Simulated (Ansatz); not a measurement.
# Changed inputs in constrained RPA: SrMnO3 (cubic perovskite) (Pm-3m)

Wanted: the sensitivity and cost of U and J for SrMnO3 (cubic perovskite) (Pm-3m).

Method: constrained RPA on LDA, plane waves, PAW, in Ansatz 0.2.0.

### Step 1. The structure

Symmetry: Pm-3m, No. 221, cubic system. Conventional cell: a = 3.704 Å, b = 3.704 Å, c = 3.704 Å, α = 90.00°, β = 90.00°, γ = 90.00°. Nearest to Sr lie 12 O at 2.62 Å. Nearest to Mn lie 6 O at 1.85 Å. Nearest to O lie 2 Mn at 1.85 Å and 4 Sr at 2.62 Å. Farther neighbours and most contacts between anions are not listed.

Coordinates:

```cif
data_structure
_symmetry_space_group_name_H-M 'P 1'
_symmetry_Int_Tables_number 1
_cell_length_a 3.7035
_cell_length_b 3.7035
_cell_length_c 3.7035
_cell_angle_alpha 90.000
_cell_angle_beta 90.000
_cell_angle_gamma 90.000
_cell_volume 50.80
loop_
_atom_site_label
_atom_site_type_symbol
_atom_site_fract_x
_atom_site_fract_y
_atom_site_fract_z
_atom_site_occupancy
Sr1 Sr 0.00000 0.00000 0.00000 1
Mn2 Mn 0.50000 0.50000 0.50000 1
O3 O 0.50000 0.50000 0.00000 1
O4 O 0.50000 0.00000 0.50000 1
O5 O 0.00000 0.50000 0.50000 1
```

The structure was relaxed with LDA. The structure type comes from a generator and need not be one that this composition takes. The structure was generated from a model, not taken from a measurement. The runs that relaxed it are not among those shown. The program's search for lower electronic states was switched off, so nothing shows that the state found is the lowest. The default PAW set here is soft_2. Its files were made with PBE.

### Step 2. Base: Mn d + anion p, bands v11 to c3, 6×6×6 mesh, medium accuracy

Constrained RPA screens the interaction with every transition except those inside the target bands, which a later many-body model would treat itself.

The input, input.yaml:

```yaml
crystal:
  lattice:
    - [0.0, -3.70351263, 0.0]
    - [0.0, 0.0, 3.70351263]
    - [-3.70351263, 0.0, 0.0]
  atoms:
    - { symbol: Sr, position: [0.0, 0.0, 0.0] }
    - { symbol: Mn, position: [0.5, 0.5, 0.5] }
    - { symbol: O, position: [0.5, 0.5, 0.0] }
    - { symbol: O, position: [0.5, 0.0, 0.5] }
    - { symbol: O, position: [0.0, 0.5, 0.5] }
kpoints:
  mp_grid: { grid: [6, 6, 6] }
hamiltonian:
  xc: lda
scf:
  occupations: { method: gaussian, width: 0.08 }
  n_extra_bands: 19
  max_iter: 150
  lower_state_search: "off"
output:
  crpa:
    kmesh: [6, 6, 6]
    target_bands: [v11, c3]
    projections: [{ species: Mn, l: d, shell: 3 }, { species: O, l: p, shell: 2 }]
  local_orbitals:
    kmesh: [6, 6, 6]
    orbitals: [{ species: Mn, l: d, shell: 3 }, { species: O, l: p, shell: 2 }]
    window: { bands: [v11, c3] }
    seedname: lo
```

Command:

```console
$ ansatz run input.yaml --threads 8 --pin off --max-ram 14745MiB --backend cpu --events-out ev --progress --plain --runs-dir out
```

Numbers of over 12 decimals in the logs are rounded to 6 here.

The log of the run:

```text
scf.n_extra_bands = 19 over 22 filled bands (N_el = 43.0): the run solves 41 bands
Engine: ansatz 0.2.0, aarch64-unknown-linux-gnu
Pseudopotentials: kind: paw
Pseudopotential: Sr, paw, valence charge 10, recommended cutoff 420 eV (normal), Sr.paw.azcp
Pseudopotential: Mn, paw, valence charge 15, recommended cutoff 420 eV (normal), Mn.paw.azcp
Pseudopotential: O, paw, valence charge 6, recommended cutoff 420 eV (normal), O.paw.azcp
Functional definition: SPW92
  exchange = slater_x
  correlation = pw_c
Crystal: 5 atoms, lattice volume = 50.797 Å³
Basis set: ecut = 420 eV, 1021 PW (Γ)
Bands: 41, of which v1, the nominal top of the filled ones, is band 22 counted from 1 (21 counted from 0)
Symmetry: 48 space group operations
Space group: Pm-3m (ITA 221), of the structure as read, at distance tolerance 3.7e-5 Å
k-points: 20 of 216
Non-local potential: Sr, projectors of the file, l = 0: 3, l = 1: 2, l = 2: 2
Non-local potential: Mn, projectors of the file, l = 0: 3, l = 1: 2, l = 2: 3, l = 3: 1
Non-local potential: O, projectors of the file, l = 0: 2, l = 1: 2, l = 2: 1
PAW form: soft (Blöchl's): semilocal exchange-correlation on the pseudo side does not see the compensation charge
PAW frozen core: Sr, regenerated for the run's functional, and the local potential with it (the file was generated under x = pbe(κ = 0.804, μ = 0.219515), c = pbe(β = 0.066725))
PAW frozen core: Mn, regenerated for the run's functional, and the local potential with it (the file was generated under x = pbe(κ = 0.804, μ = 0.219515), c = pbe(β = 0.066725))
PAW frozen core: O, regenerated for the run's functional, and the local potential with it (the file was generated under x = pbe(κ = 0.804, μ = 0.219515), c = pbe(β = 0.066725))
PAW one-centre angular grid: Sr, 110 points (default); XC on 64 Gauss nodes
PAW one-centre angular grid: Mn, 590 points (default); XC on 64 Gauss nodes
PAW one-centre angular grid: O, 110 points (default); XC on 64 Gauss nodes
Initial density: superposition of atomic densities (neutral atoms: chi_scale 0, normalization atom), corrected by the library's trained network
Initial wavefunctions: pseudopotential atomic-orbital guess
Functional: x = slater, c = lda
SCF iter   1: F=—  HF=-8955.129927 eV  |F-HF|=—  |Δ(HF+E_count)|=         —  Δρ=2.04e-2  dr2=1.87e-1  ethr=1.77e-3  ⟨swp⟩=7.8  Hψ=4015  notcnv=0  defer=176
preconditioner: auto → Kerker (q_TF=auto, 2.654 Å⁻¹)  [metal: Δε(μ)=0.028 eV  Ē_g=20.252 eV  σ=0.080 eV  W_gap=0.19  n_scr=18 (ndim 8)  ℏωp=29.9 eV  f_vac=0.000  D(μ)=10.55/eV (n_scr^D=202)]
SCF iter   2: F=—  HF=-8955.102207 eV  |F-HF|=—  |Δ(HF+E_count)|=   2.77e-2  Δρ=1.15e-2  dr2=6.60e-2  ethr=4.36e-4  ⟨swp⟩=1.9  Hψ=1082  notcnv=0  defer=202
[...]
--- Per-component energies (eV) ---
  E_band       = -247.879989
  E_kinetic    = 1081.176992
  E_local      = -3593.341031  (includes V_loc(G=0)·N_el)
  E_nonlocal   = 594.234136
  E_hartree    = 1351.605050
  E_xc         = -506.986777
  E_vxc        = -593.346753  (∫ρ·V_xc dr)
  E_paw        = -4273.654796  (= ΣΔE_a)
  E_vpaw       = -439.822067  (= ΣTr[D̂ρ^β])
  E_aug_tail   = 0.007568  (compensation charges beyond the density's cutoff)
  E_ewald      = -3609.068112
  E_core_change = 0.968853  (= ΣΔE_core)
  E_smearing   = -0.031339  (= −TS)
  E_closure    = 0.000000  (closes the sum)
  Σ components = -8955.089457   (vs F -8955.089457, Δ=0.00e0)
--- Band table (eV; the first three rows and the last of 20) ---
  k-point 0: bands = [... 18 lower, 11.0899, 11.0899, 11.1555, 11.1555, 11.1555, 13.0039, 13.0039, 17.2459, ... 15 higher]
  k-point 1: bands = [... 18 lower, 10.8197, 10.8197, 11.1097, 12.0549, 12.0549, 13.0139, 14.0030, 17.7857, ... 15 higher]
  k-point 2: bands = [... 18 lower, 10.6208, 10.6208, 11.1499, 12.9463, 12.9463, 13.0266, 15.1575, 18.9683, ... 15 higher]
  k-point 19: bands = [... 18 lower, 11.5930, 11.5930, 13.6751, 13.6751, 13.6751, 17.6621, 17.6621, 19.3490, ... 15 higher]
--- cRPA (band scheme, projected local orbitals): target bands 12..25 (1-based), 14 Wannier function(s), 6×6×6 mesh, 50 bands' worth read of 55 solved, ecut_chi 136.0 eV, v(q+G=0) probe_charge, pair densities all_electron ---
  bands read: the sum over 50 bands ends inside a degenerate multiplet in 13 slots, whose members it reads at an even weight; the widest, k=129: bands 49 to 51 (counted from 1) at 2/3 each
  χ-basis size per q: N_G = 160..192
  window electrons = 21.0000, filled by tetrahedron_uncorrected; constrained ε̄⁻¹(q = 0, 0) head = 0.347793; min gauge Gram eig = 0.8164
  Kanamori averages over each shell's own Wannier functions (sites counted from 0, functions from 1):
  Each shell's averages of U are screened by what lies outside the whole window alone: parameters of one model of all the shells.
    Site 1, 3D, 5 of 5 d orbitals (Wannier functions 1, 2, 3, 4, 5; wannier90's mr 1, 2, 3, 4, 5):
      screened: U = 10.9034 eV, U' = 9.5150 eV, J = 0.6944 eV
      screened, to within: U = 2.2e-2 eV, U' = 2.2e-2 eV, J = 9.8e-4 eV
      bare: V = 23.4018 eV, V' = 21.7153 eV, J = 0.8281 eV
    Site 2, 2P, 3 of 3 p orbitals (Wannier functions 6, 7, 8; wannier90's mr 1, 2, 3):
      screened: U = 7.7738 eV, U' = 6.3255 eV, J = 0.7244 eV
      screened, to within: U = 9.8e-3 eV, U' = 9.7e-3 eV, J = 9.4e-4 eV
      bare: V = 19.1457 eV, V' = 17.3007 eV, J = 0.9192 eV
    Site 3, 2P, 3 of 3 p orbitals (Wannier functions 9, 10, 11; wannier90's mr 1, 2, 3):
      screened: U = 7.7738 eV, U' = 6.3255 eV, J = 0.7244 eV
      screened, to within: U = 9.8e-3 eV, U' = 9.7e-3 eV, J = 9.4e-4 eV
      bare: V = 19.1457 eV, V' = 17.3007 eV, J = 0.9192 eV
    Site 4, 2P, 3 of 3 p orbitals (Wannier functions 12, 13, 14; wannier90's mr 1, 2, 3):
      screened: U = 7.7738 eV, U' = 6.3255 eV, J = 0.7244 eV
      screened, to within: U = 9.8e-3 eV, U' = 9.7e-3 eV, J = 9.4e-4 eV
      bare: V = 19.1457 eV, V' = 17.3007 eV, J = 0.9192 eV
  Hermiticity witness max|P − P†| over intra, direct and exchange elements: 7.11e-15 eV (screened), 2.66e-15 eV (bare)
  Reality witness max|Im| over intra, direct and exchange elements: 4.91e-9 eV (screened), 6.30e-10 eV (bare)
[key lines of the parts left out:]
SCF converged after 7 iterations
Free energy (F): -8955.089457 eV
Fermi energy:    12.953076 eV
```

Elapsed: 11 min, on 8 threads of Arm Neoverse V2, shared host; peak memory 0.9 GiB; 81 min of CPU time.

In the SCF lines HF is the Harris–Foulkes energy and dr2 the Hartree energy of the density residual, in eV; the loop may stop once dr2 is under the threshold and the program's other checks hold. Hψ counts applications of the Hamiltonian.

Numbers from this step:

- U: 10.90 eV
- U prime (inter-orbital): 9.515 eV
- J: 0.6944 eV
- bare V: 23.40 eV
- bare J: 0.8281 eV
- stated bound on U: 0.02124 eV
- U over bare V: 0.4659
- electrons in the window: 21.00
- head of the constrained inverse dielectric matrix: 0.3478
- least eigenvalue of the projection's overlap: 0.8164
- target functions: 14
- bands in the sums: 50
- r.m.s. miss of the model bands: 4.08e-4 eV
- width of the target bands: 12.51 eV
- weight of the projected orbitals in the window: 0.9508

On the Mn d shell, screening brings the on-site interaction from 23.4 eV down to U = 10.90 eV.

### Step 3. Changed: 4×4×4 mesh

input.yaml, the sections that differ from step 2:

```yaml
output:
  crpa:
    kmesh: [4, 4, 4]
    target_bands: [v11, c3]
    projections: [{ species: Mn, l: d, shell: 3 }, { species: O, l: p, shell: 2 }]
# crystal, kpoints, hamiltonian, scf: as in step 2
```

The log of the run:

```text
[...]
Crystal: 5 atoms, lattice volume = 50.797 Å³
Basis set: ecut = 420 eV, 1021 PW (Γ)
Bands: 41, of which v1, the nominal top of the filled ones, is band 22 counted from 1 (21 counted from 0)
Symmetry: 48 space group operations
[...]
k-points: 20 of 216
[...]
SCF iter   1: F=—  HF=-8955.129927 eV  |F-HF|=—  |Δ(HF+E_count)|=         —  Δρ=2.04e-2  dr2=1.87e-1  ethr=1.77e-3  ⟨swp⟩=7.8  Hψ=4015  notcnv=0  defer=176
[...]
SCF iter   7: F=-8955.089457 eV  HF=-8955.089457 eV  |F-HF|=1.76e-8  |Δ(HF+E_count)|=   1.37e-7  Δρ=7.70e-6  dr2=2.90e-8  ethr=2.33e-10  ⟨swp⟩=11.2  Hψ=4214  notcnv=0
SCF 1 converged in 7 iterations: F = -8955.089457 eV  dr2 = 2.90e-8
[...]
NSCF: frozen V_eff on 10 k-points
[...]
cRPA screening: q 1/64
cRPA screening: q 2/64
cRPA screening: q 8/64 (q-point 3)
cRPA screening: q 11/64 (q-point 6)
cRPA screening: q 17/64 (q-point 7)
[...]
χ-basis size per q: N_G = 160..192
[...]
screened: U = 10.8881 eV, U' = 9.4996 eV, J = 0.6945 eV
      screened, to within: U = 2.1e-2 eV, U' = 2.1e-2 eV, J = 9.9e-4 eV
      bare: V = 23.4104 eV, V' = 21.7238 eV, J = 0.8281 eV
    Site 2, 2P, 3 of 3 p orbitals (Wannier functions 6, 7, 8; wannier90's mr 1, 2, 3):
      screened: U = 7.7743 eV, U' = 6.3261 eV, J = 0.7243 eV
      screened, to within: U = 9.6e-3 eV, U' = 9.6e-3 eV, J = 9.5e-4 eV
      bare: V = 19.1594 eV, V' = 17.3141 eV, J = 0.9192 eV
    Site 3, 2P, 3 of 3 p orbitals (Wannier functions 9, 10, 11; wannier90's mr 1, 2, 3):
      screened: U = 7.7743 eV, U' = 6.3261 eV, J = 0.7243 eV
      screened, to within: U = 9.6e-3 eV, U' = 9.6e-3 eV, J = 9.5e-4 eV
      bare: V = 19.1594 eV, V' = 17.3141 eV, J = 0.9192 eV
    Site 4, 2P, 3 of 3 p orbitals (Wannier functions 12, 13, 14; wannier90's mr 1, 2, 3):
      screened: U = 7.7743 eV, U' = 6.3261 eV, J = 0.7243 eV
      screened, to within: U = 9.6e-3 eV, U' = 9.6e-3 eV, J = 9.5e-4 eV
      bare: V = 19.1594 eV, V' = 17.3141 eV, J = 0.9192 eV
[...]
[key lines of the parts left out:]
SCF converged after 7 iterations
Free energy (F): -8955.089457 eV
Fermi energy:    12.953076 eV
```

It took 85 s on 8 threads; peak memory 0.71 GiB.

Numbers from this step:

- U: 10.89 eV
- U prime (inter-orbital): 9.500 eV
- J: 0.6945 eV
- bare V: 23.41 eV
- bare J: 0.8281 eV
- stated bound on U: 0.02052 eV
- U over bare V: 0.4651
- electrons in the window: 21.00
- head of the constrained inverse dielectric matrix: 0.3483
- least eigenvalue of the projection's overlap: 0.8164
- target functions: 14
- bands in the sums: 50
- width of the target bands: 12.51 eV
- weight of the projected orbitals in the window: 0.9508

On the Mn d shell, screening brings the on-site interaction from 23.4 eV down to U = 10.89 eV.

### Step 4. Changed: 2×2×2 mesh

input.yaml, as its differences from that of step 3:

```diff
@@ -22,3 +22,3 @@
   crpa:
-    kmesh: [4, 4, 4]
+    kmesh: [2, 2, 2]
     target_bands: [v11, c3]
```

The log of the run:

```text
[...]
Crystal: 5 atoms, lattice volume = 50.797 Å³
Basis set: ecut = 420 eV, 1021 PW (Γ)
Bands: 41, of which v1, the nominal top of the filled ones, is band 22 counted from 1 (21 counted from 0)
Symmetry: 48 space group operations
[...]
k-points: 20 of 216
[...]
screened: U = 7.7831 eV, U' = 6.3252 eV, J = 0.7286 eV
      screened, to within: U = 9.0e-3 eV, U' = 9.0e-3 eV, J = 1.1e-3 eV
      bare: V = 19.3743 eV, V' = 17.5174 eV, J = 0.9239 eV
    Site 4, 2P, 3 of 3 p orbitals (Wannier functions 12, 13, 14; wannier90's mr 1, 2, 3):
      screened: U = 7.7831 eV, U' = 6.3252 eV, J = 0.7286 eV
      screened, to within: U = 9.0e-3 eV, U' = 9.0e-3 eV, J = 1.1e-3 eV
      bare: V = 19.3743 eV, V' = 17.5174 eV, J = 0.9239 eV
[...]
[key lines of the parts left out:]
SCF converged after 7 iterations
Free energy (F): -8955.089457 eV
Fermi energy:    12.953076 eV
```

The job ended after 7.9 s (8 threads; peak memory 0.63 GiB).

This step gave:

| Item | Value |
| --- | --- |
| U | 10.94 eV |
| U prime (inter-orbital) | 9.549 eV |
| J | 0.6975 eV |
| bare V | 23.54 eV |
| bare J | 0.8311 eV |
| stated bound on U | 0.01398 eV |
| U over bare V | 0.4648 |
| electrons in the window | 21.00 |
| head of the constrained inverse dielectric matrix | 0.3339 |
| least eigenvalue of the projection's overlap | 0.8164 |
| target functions | 14 |
| bands in the sums | 50 |
| width of the target bands | 12.51 eV |
| weight of the projected orbitals in the window | 0.9508 |

On the Mn d shell, screening brings the on-site interaction from 23.5 eV down to U = 10.94 eV.

### Step 5. Changed: volume +3 %

The cell differs from the one that the last finished run ended in (a 3.704 → 3.740 Å, b 3.704 → 3.740 Å, c 3.704 → 3.740 Å).

input.yaml, the sections that differ from step 4:

```yaml
crystal:
  lattice:
    - [0.0, -3.7401834568, 0.0]
    - [0.0, 0.0, 3.7401834568]
    - [-3.7401834568, 0.0, 0.0]
  atoms:
    - { symbol: Sr, position: [0.0, 0.0, 0.0] }
    - { symbol: Mn, position: [0.5, 0.5, 0.5] }
    - { symbol: O, position: [0.5, 0.5, 0.0] }
    - { symbol: O, position: [0.5, 0.0, 0.5] }
    - { symbol: O, position: [0.0, 0.5, 0.5] }
output:
  crpa:
    kmesh: [6, 6, 6]
    target_bands: [v11, c3]
    projections: [{ species: Mn, l: d, shell: 3 }, { species: O, l: p, shell: 2 }]
  local_orbitals:
    kmesh: [6, 6, 6]
    orbitals: [{ species: Mn, l: d, shell: 3 }, { species: O, l: p, shell: 2 }]
    window: { bands: [v11, c3] }
    seedname: lo
# kpoints, hamiltonian, scf: as in step 4
```

The log of the run:

```text
[...]
Crystal: 5 atoms, lattice volume = 52.321 Å³
Basis set: ecut = 420 eV, 1021 PW (Γ)
Bands: 41, of which v1, the nominal top of the filled ones, is band 22 counted from 1 (21 counted from 0)
Symmetry: 48 space group operations
[...]
k-points: 20 of 216
[...]
screened: U = 7.7683 eV, U' = 6.3240 eV, J = 0.7222 eV
      screened, to within: U = 9.9e-3 eV, U' = 9.9e-3 eV, J = 9.3e-4 eV
      bare: V = 19.1087 eV, V' = 17.2692 eV, J = 0.9165 eV
    Site 4, 2P, 3 of 3 p orbitals (Wannier functions 12, 13, 14; wannier90's mr 1, 2, 3):
      screened: U = 7.7683 eV, U' = 6.3240 eV, J = 0.7222 eV
      screened, to within: U = 9.9e-3 eV, U' = 9.9e-3 eV, J = 9.3e-4 eV
      bare: V = 19.1087 eV, V' = 17.2692 eV, J = 0.9165 eV
[...]
[key lines of the parts left out:]
SCF converged after 7 iterations
Free energy (F): -8955.061715 eV
Fermi energy:    12.405030 eV
```

The job ended after 11 min (8 threads; peak memory 0.92 GiB; 85 min of CPU time).

This step gave:

```yaml
u: 10.95 eV
u_prime_inter_orbital: 9.563 eV
j: 0.6946 eV
bare_v: 23.40 eV
bare_j: 0.8281 eV
stated_bound_on_u: 0.02198 eV
u_over_bare_v: 0.4680
electrons_in_the_window: 21.00
head_of_the_constrained_inverse_dielectric_matrix: 0.3511
least_eigenvalue_of_the_projection_s_overlap: 0.8146
target_functions: 14
bands_in_the_sums: 50
r_m_s_miss_of_the_model_bands: 3.33e-4 eV
width_of_the_target_bands: 12.14 eV
weight_of_the_projected_orbitals_in_the_window: 0.9524
```

On the Mn d shell, screening brings the on-site interaction from 23.4 eV down to U = 10.95 eV.

### Step 6. Side by side

Times are wall times on 8 threads of Arm Neoverse V2, shared host, good to a factor of about two.

```csv
run,bare V (eV),U (eV),J (eV),bound on U (eV),width (eV),time
target window,23.40,10.903,0.694,0.0212,12.51,11 min
4×4×4 mesh,23.41,10.888,0.694,0.0205,12.51,85 s
2×2×2 mesh,23.54,10.943,0.697,0.0140,12.51,7.9 s
volume +3 %,23.40,10.951,0.695,0.0220,12.14,11 min
```

### Step 7. Summary of results

```
target window : U 10.90 eV, J 0.69 eV
4×4×4 mesh    : U 10.89 eV, J 0.69 eV
2×2×2 mesh    : U 10.94 eV, J 0.70 eV
volume +3 %   : U 10.95 eV, J 0.69 eV
```

**Reading.** 4×4×4 mesh moves U by −0.02 eV (within the solver's bounds, for the mean over orbitals) at 0.13 times the time. 2×2×2 mesh moves U by +0.04 eV at 0.012 times the time. Volume +3 % moves U by +0.05 eV. The printed bound covers the solver alone, not the mesh, and no denser mesh than the base was run. The parent state is non-magnetic and the interaction static (zero frequency); U depends on the window and the orbitals, so it belongs to this model alone. A window that holds the anion p bands defines a model with explicit ligands; its U belongs to that model and is not the U of DFT+U.

[Paths, hosts, dates, memory and timing lines, banners, echoed tables and standing remarks are left out of the program output.]

[Logs are printed without paths, hosts, clocks, repeated set-up lines and the standing remarks that a program may print on its own settings, such as how far it seeks lower states.]

[Runs of the session that timed out or met a known fault of the program may be left out.]

[Hosts, paths, dates, database ids (printed as entryN), source tags and the programs' standing remarks are cut or masked in the printed files.]
